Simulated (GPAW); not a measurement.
# A GW chain in GPAW: BiOCl (P4/nmm)

Aim: the G0W0 gap of BiOCl (P4/nmm) on LDA, step by step.

Method: LDA and many-body steps on it, plane waves, in GPAW 26.7.0.

**What was measured.**

- Gap 3.36 eV: optical gap from Kubelka-Munk/Tauc analysis; UV-vis diffuse reflectance; powder (solvothermal hierarchical microspheres made without additive) (“Hydrothermal Crystallization of Bismuth Oxychlorides (BiOCl) Using Different Shape Control Reagents”, 2021, pmc:8123882).

- Gap 3.44 eV: optical gap from Tauc plot; UV-vis diffuse reflectance; powder (hydrothermal powder) (“Synergistic Piezo-Photocatalysis of BiOCl/NaNbO3 Heterojunction Piezoelectric Composite for High-Efficient Organic Pollutant Degradation”, 2022, pmc:8839476).

### 1. Starting point

The structure is tetragonal, space group P4/nmm (No. 129). Conventional cell: a = 3.886 Å, b = 3.886 Å, c = 7.349 Å, α = 90.00°, β = 90.00°, γ = 90.00°. Nearest to Bi lie 4 O at 2.31 Å and 4 Cl at 3.06 Å. Cl has 4 Bi at 3.06 Å nearest. O has 4 Bi at 2.31 Å nearest. Farther neighbours and most contacts between anions are not listed.

The cell and positions come from the Crystallography Open Database and are kept as given unless a step says otherwise. Spin-orbit coupling is left out unless a step names it.

### 2. Ground state

This step: GPAW 26.7.0; DFT, LDA, plane waves, PAW.

The ground-state density comes first.

run.py reads:

```python
import json
import numpy as np
from gpaw.mpi import world
from ase import Atoms
from gpaw import GPAW, PW, FermiDirac

atoms = Atoms(['Bi', 'Bi', 'Cl', 'Cl', 'O', 'O'],
    cell=[[3.8855100000, 0.0000000000, 0.0000000000],
      [0.0000000000, 3.8855100000, 0.0000000000],
      [0.0000000000, 0.0000000000, 7.3489000000]],
    scaled_positions=[[0.5000000000, 0.0000000000, 0.3290400000],
      [0.0000000000, 0.5000000000, 0.6709600000],
      [0.0000000000, 0.5000000000, 0.1472000000],
      [0.5000000000, 0.0000000000, 0.8528000000],
      [0.0000000000, 0.0000000000, 0.5000000000],
      [0.5000000000, 0.5000000000, 0.5000000000]],
    pbc=(True, True, True))
calc = GPAW(mode=PW(600),
    xc='LDA',
    kpts={'size': (6, 6, 4), 'gamma': True},
    occupations=FermiDirac(0.001),
    nbands=-9,
    convergence={'density': 1e-6, 'bands': -3},
    maxiter=100,
    txt='gs.txt')
atoms.calc = calc
res = {'energy': atoms.get_potential_energy()}
kpts = calc.get_ibz_k_points()
res['kpts'] = kpts
res['eigenvalues'] = [calc.get_eigenvalues(kpt=k) for k in range(len(kpts))]
res['n_electrons'] = calc.get_number_of_electrons()
calc.write('gs.gpw')

if world.rank == 0:
    with open('result.json', 'w') as f:
        json.dump(res, f, default=lambda x: x.tolist())
```

Launch:

```console
$ mpirun -n 8 gpaw python run.py
```

Numbers of over 12 decimals in the logs are rounded to 6 here.

Log:

```text
__  _  _
 | _ |_)|_||  |
 |__||  | ||/\| - 26.7.0

Input parameters:
  mode=PW(ecut=600.0),
  convergence={'density': 1e-06, 'bands': -3},
  kpts=MonkhorstPack(size=(6, 6, 4), gamma=True),
  maxiter=100,
  nbands=-9,
  occupations=Occupations(name='fermi-dirac', width=0.001, fixmagmom=False),
  xc=XC(name='LDA')
  [... matrices ...]
Diagonalizing LCAO Hamiltonian
Converting LCAO to pw mode
   .---------.
  /|         |
 * |         |
 | |  Cl     |
 |Bi         |
 | |         |
 | |   O     |
 O |         |
 | |  Bi     |
 |Cl---------.
 |/         /
 *---------*

Atoms  # Å, Bohr magnetons
|   | symbol |        x |        y |        z |    initial magnetic moments |
| 0 |     Bi | 1.942755 | 0.000000 | 2.418082 | ( 0.0000,  0.0000,  0.0000) |
| 1 |     Bi | 0.000000 | 1.942755 | 4.930818 | ( 0.0000,  0.0000,  0.0000) |
| 2 |     Cl | 0.000000 | 1.942755 | 1.081758 | ( 0.0000,  0.0000,  0.0000) |
| 3 |     Cl | 1.942755 | 0.000000 | 6.267142 | ( 0.0000,  0.0000,  0.0000) |
| 4 |      O | 0.000000 | 0.000000 | 3.674450 | ( 0.0000,  0.0000,  0.0000) |
| 5 |      O | 1.942755 | 1.942755 | 3.674450 | ( 0.0000,  0.0000,  0.0000) |

Unit cell  # Å
| periodic |        x |        y |        z |  lengths |    angles |
|      yes | 3.885510 | 0.000000 | 0.000000 | 3.885510 | 90.000000 |
|      yes | 0.000000 | 3.885510 | 0.000000 | 3.885510 | 90.000000 |
|      yes | 0.000000 | 0.000000 | 7.348900 | 7.348900 | 90.000000 |

Number of symmetries: 8
Symmetry operations  # r_c * U_cc + t_c -> r_c
|   | kind |            matrix            |
| 0 |  E   |  1, 0, 0,  0, 1, 0,  0, 0, 1 |
| 1 |  σ   |  1, 0, 0,  0,-1, 0,  0, 0, 1 |
| 2 |  C2  |  0, 1, 0,  1, 0, 0,  0, 0,-1 |
| 3 |  S4  |  0, 1, 0, -1, 0, 0,  0, 0,-1 |
| 4 |  S4  |  0,-1, 0,  1, 0, 0,  0, 0,-1 |
| 5 |  C2  |  0,-1, 0, -1, 0, 0,  0, 0,-1 |
| 6 |  σ   | -1, 0, 0,  0, 1, 0,  0, 0, 1 |
| 7 |  C2  | -1, 0, 0,  0,-1, 0,  0, 0, 1 |

BZ-sampling:
  Number of BZ points: 144
  Number of IBZ points: 30

  Monkhorst-Pack size: [6, 6, 4]
  Monkhorst-Pack shift: [0.083333, 0.083333, 0.125]

K-points  # in reciprocal-cell coordinates
|     |                                coordinates |     weight |
|   0 | (  0.00000000,   0.00000000,   0.00000000) | 0.00694444 |
|   1 | (  0.00000000,   0.00000000,   0.25000000) | 0.01388889 |
|   2 | (  0.00000000,   0.00000000,   0.50000000) | 0.00694444 |
|   3 | (  0.16666667,   0.00000000,   0.00000000) | 0.02777778 |
|   4 | (  0.16666667,   0.00000000,   0.25000000) | 0.05555556 |
|   5 | (  0.16666667,   0.00000000,   0.50000000) | 0.02777778 |
|   6 | (  0.16666667,   0.16666667,   0.00000000) | 0.02777778 |
|   7 | (  0.16666667,   0.16666667,   0.25000000) | 0.05555556 |
|   8 | (  0.16666667,   0.16666667,   0.50000000) | 0.02777778 |
|   9 | (  0.33333333,   0.00000000,   0.00000000) | 0.02777778 |
| ... |                                            |            |
|  29 | (  0.50000000,   0.50000000,   0.50000000) | 0.00694444 |

Plane wave coefficients: 3733
Cutoff: 600.0 eV

Spin-components: 1 (collinear spins)
Bands:           37
Projectors:      32
Spin-degeneracy: 2
Datatype:        complex128

  Storage: CPU
  Wave functions: 66_298_080 bytes (8_287_260 per core)
  Projectors: 55_547_040 bytes (6_943_380 per core)
  [... matrices ...]
Parallelization:
  kpt:    8
  domain: 1
  band:   1

Density:
  Valence electrons: 56.0
  Components: 1
  Grid points: [24 24 42]
  Charge: 0.0  # |e|

Potential:
  Grid points: [24 24 42]

species:
  Bi:
    name:    Bismuth
    Z:       83.0
    valence: 15
    core:    68
    charge:  0.0  # [|e|]
    compensation charges:
      type: gauss
      rc: 0.38  # [Å]
      lmax: 2
    cutoffs:
      filter: 2.23  # [Å]
      core: 2.33  # [Å]
    projectors
    | kind |    occ | energy [eV] | rcut [Å] |
    |   6s |  2.000 |     -14.665 |    1.286 |
    |   6p |  3.000 |      -4.777 |    1.275 |
    |   5d | 10.000 |     -27.225 |    1.349 |
    |    s |        |      12.546 |    1.286 |
    |    p |        |      22.434 |    1.275 |
    |    d |        |      -0.013 |    1.349 |

    Using partial waves for Bi as LCAO basis

  Cl:
    name:    Chlorine
    Z:       17.0
    valence: 7
    core:    10
    charge:  0.0  # [|e|]
    compensation charges:
      type: gauss
      rc: 0.25  # [Å]
      lmax: 2
    cutoffs:
      filter: 1.40  # [Å]
      core: 1.49  # [Å]
    projectors
    | kind |    occ | energy [eV] | rcut [Å] |
    |   3s |  2.000 |     -20.688 |    0.794 |
    |   3p |  5.000 |      -8.701 |    0.794 |
    |    s |        |       6.523 |    0.794 |
    |    p |        |      18.511 |    0.794 |
    |    d |        |       0.000 |    0.794 |

    Using partial waves for Cl as LCAO basis

  O:
    name:    Oxygen
    Z:       8.0
    valence: 6
    core:    2
    charge:  0.0  # [|e|]
    compensation charges:
      type: gauss
      rc: 0.21  # [Å]
      lmax: 2
    cutoffs:
      filter: 1.17  # [Å]
      core: 0.83  # [Å]
    projectors
    | kind |    occ | energy [eV] | rcut [Å] |
    |   2s |  2.000 |     -23.752 |    0.688 |
    |   2p |  4.000 |      -9.195 |    0.598 |
    |    s |        |       3.459 |    0.688 |
    |    p |        |      18.016 |    0.598 |
    |    d |        |       0.000 |    0.619 |

    Using partial waves for O as LCAO basis

Reference energy: -1198170.770753  # eV

eigensolver:
  PPCG
  Converge bands: -3
  niter=2

density mixing:
  MSR1-Mixer
  Pratt-step length: 0.05
  Maximum mixing coefficient: 0.75
  Old densities: 10
  SVD Regularization: 0.005
  Good broyden scale: 1.0
  Trust region scale: 1.0
  Backstep threshold: 4.0
  History deletion threshold: 6.0
  Fourier metric: weight=20.0, sigma=0.015

occupation numbers:
  Fermi-Dirac:
    width: 0.0010  # eV

poisson solver:
  ecut: 4800.0  # eV

xc functional:
  name: None

Initialization done in: 2.360 s

convergence criteria:
- Maximum integral of absolute [dens]ity change: 1e-06 electrons / valence electron
- Maximum [total energy] change in last 3 cyles: 0.0005 eV / valence electron
- Maximum integral of absolute [eigenst]ate change: 4e-08 eV^2 / valence electron
maximum number of iterations: 100

SCF iterations
|iter     |     time |      energy | eigst |  dens |
|iter:   1|  |  -39.037615 | +0.31 |       |
|iter:   2|  |  -37.837582 | -1.06 | -1.01 |
|iter:   3|  |  -35.098714 | -0.95 | -1.07 |
|iter:   4|  |  -35.047041 | -1.79 | -1.57 |
|iter:   5|  |  -35.010169 | -2.29 | -1.78 |
|iter:   6|  |  -35.003656 | -3.18 | -2.07 |
|iter:   7|  |  -35.003770c| -4.44 | -3.04 |
|iter:   8|  |  -35.003810c| -5.32 | -3.48 |
|iter:   9|  |  -35.003816c| -6.12 | -4.14 |
|iter:  10|  |  -35.003817c| -6.90 | -4.61 |
|iter:  11|  |  -35.003817c| -7.53c| -4.74 |
|iter:  12|  |  -35.003817c| -7.78c| -5.39 |
|iter:  13|  |  -35.003817c| -8.39c| -5.93 |
|iter:  14|  |  -35.003817c| -8.89c| -6.63c|

Converged in 14 steps
SCF loop duration: 9.810 s (0.701 s/step)
Energy contributions relative to reference atoms: (reference = -1198170.770753)
  [... matrices ...]
Energy contributions:
  Kinetic:          59.403899
  Coulomb:         -56.044964
  Zero:             -2.861780
  External:          0.000000
  Xc:              -35.500972
  Entropy:          -0.000000
  Spinorbit:         0.000000
  ----------------------------
  Free energy:     -35.003817
  Extrapolated:    -35.003817

dipole moment: (-40.627121, -40.627121, 0.000014)  # |e|*Ang

Fermi level: 5.835
Eigenvalues  # (at kpt = [0.000, 0.000, 0.000])
| band index |      eig [eV] | occ [0-2] |
|          0 |       -17.229 |     2.000 |
|        ... |               |           |
|         20 |         3.163 |     2.000 |
|         21 |         3.163 |     2.000 |
|         22 |         3.299 |     2.000 |
|         23 |         3.299 |     2.000 |
|         24 |         3.679 |     2.000 |
|         25 |         3.679 |     2.000 |
|         26 |         3.741 |     2.000 |
|         27 |         3.957 |     2.000 |
|         28 |         7.714 |     0.000 |
[...]
|         32 |        11.820 |     0.000 |
|         33 |        11.862 |     0.000 |
|         34 |        11.862 |     0.000 |
|         35 |        13.796 |     0.000 |
|         36 |        13.950 |     0.000 |

Gap: 2.509 eV
Transition (v -> c):
  (s=0, k=11, n=27, [0.33, 0.00, 0.50]) -> (s=0, k=2, n=28, [0.00, 0.00, 0.50])
Direct/indirect transitions are different
Direct gap: 2.825 eV
Transition at: (s=0, k=2, n=27, [0.00, 0.00, 0.50])
# Writing to gs.gpw (mode='')
  [... matrices ...]
```

The job ended after 14 s (8 MPI ranks of Intel Xeon Platinum 8488C (Sapphire Rapids), shared host; peak memory 1.7 GiB).

Numbers from this step:

- total energy: -35.00 eV
- gap: 2.509 eV
- k of the valence top: 0.3333, 0, 0.5
- k of the conduction bottom: 0, 0, 0.5
- least direct gap: 2.825 eV

The gap is indirect, with the least direct gap 0.32 eV higher.

### 3. Empty states on the mesh, 4×4×2 mesh, 362 bands

The sums over transitions need many empty states on a uniform mesh; this step solves for them.

run.py reads:

```python
import json
import numpy as np
from gpaw.mpi import world
from gpaw import GPAW

calc = GPAW('gs.gpw').fixed_density(kpts={'size': (4, 4, 2), 'gamma': True},
    parallel={'domain': 1, 'band': 1},
    txt='nscf.txt')
calc.diagonalize_full_hamiltonian(nbands=362)
calc.write('full.gpw', mode='all')
res = {}
kpts = calc.get_ibz_k_points()
res['kpts'] = kpts
res['eigenvalues'] = [calc.get_eigenvalues(kpt=k) for k in range(len(kpts))]
res['n_electrons'] = calc.get_number_of_electrons()

if world.rank == 0:
    with open('result.json', 'w') as f:
        json.dump(res, f, default=lambda x: x.tolist())
```

Launch:

```console
$ mpirun -n 8 gpaw python run.py
```

Log:

```text
Diagonalizing LCAO Hamiltonian
Converting LCAO to pw mode
convergence criteria:
- Maximum integral of absolute [eigenst]ate change: 4e-08 eV^2 / valence electron
maximum number of iterations: 100

SCF iterations
|iter     |     time |      energy | eigst |  dens |
|iter:   1|  |             | +0.48 |       |
|iter:   2|  |             | -0.94 |       |
|iter:   3|  |             | -2.12 |       |
[...]
|iter:   8|  |             | -5.54 |       |
|iter:   9|  |             | -6.61 |       |
|iter:  10|  |             | -7.48c|       |
SCF steps: 10
  __  _  _
 | _ |_)|_||  |
 |__||  | ||/\| - 26.7.0

Input parameters:
  mode=PW(ecut=600.0),
  convergence={'density': 1e-06, 'bands': -3},
  gpts=array([24, 24, 42]),
  kpts=MonkhorstPack(size=(4, 4, 2), gamma=True),
  maxiter=100,
  nbands=37,
  occupations=Occupations(name='fermi-dirac', width=0.001, fixmagmom=False),
  parallel={'domain': 1, 'band': 1},
  xc=XC(name='LDA')
Matrix size: 3733x3733
# Writing to full.gpw (mode='all')
  [... matrices ...]

timing:  # [seconds]
  Total: 68.101  # ━━━━━━━━━━━━━━━━━━━━━━━━━━━━━━━━━━━━━━━━━━━━━━━━━━━━━━━━━━
```

Run time: 79 s. Hardware: 8 MPI ranks; peak memory 8.5 GiB; 10 min of CPU time.

This step gave:

| Quantity | Value |
| --- | --- |
| gap | 2.538 eV |
| k of the valence top | 0.5, 0, 0.5 |
| k of the conduction bottom | 0, 0, 0.5 |
| least direct gap | 2.825 eV |
| k points computed | 12 |
| lowest point of the top converged band, above the valence top | 111.7225 eV |

On this mesh the gap is 2.538 eV.

(Part 1 of 2 ends here.)

[Paths, hosts, dates, memory and timing lines, banners, echoed tables and standing remarks are left out of the program output.]

[Logs are printed without paths, hosts, clocks, repeated set-up lines and the standing remarks that a program may print on its own settings, such as how far it seeks lower states.]

[Runs of the session that timed out or met a known fault of the program may be left out.]

[Hosts, paths, dates, database ids (printed as entryN), source tags and the programs' standing remarks are cut or masked in the printed files.]
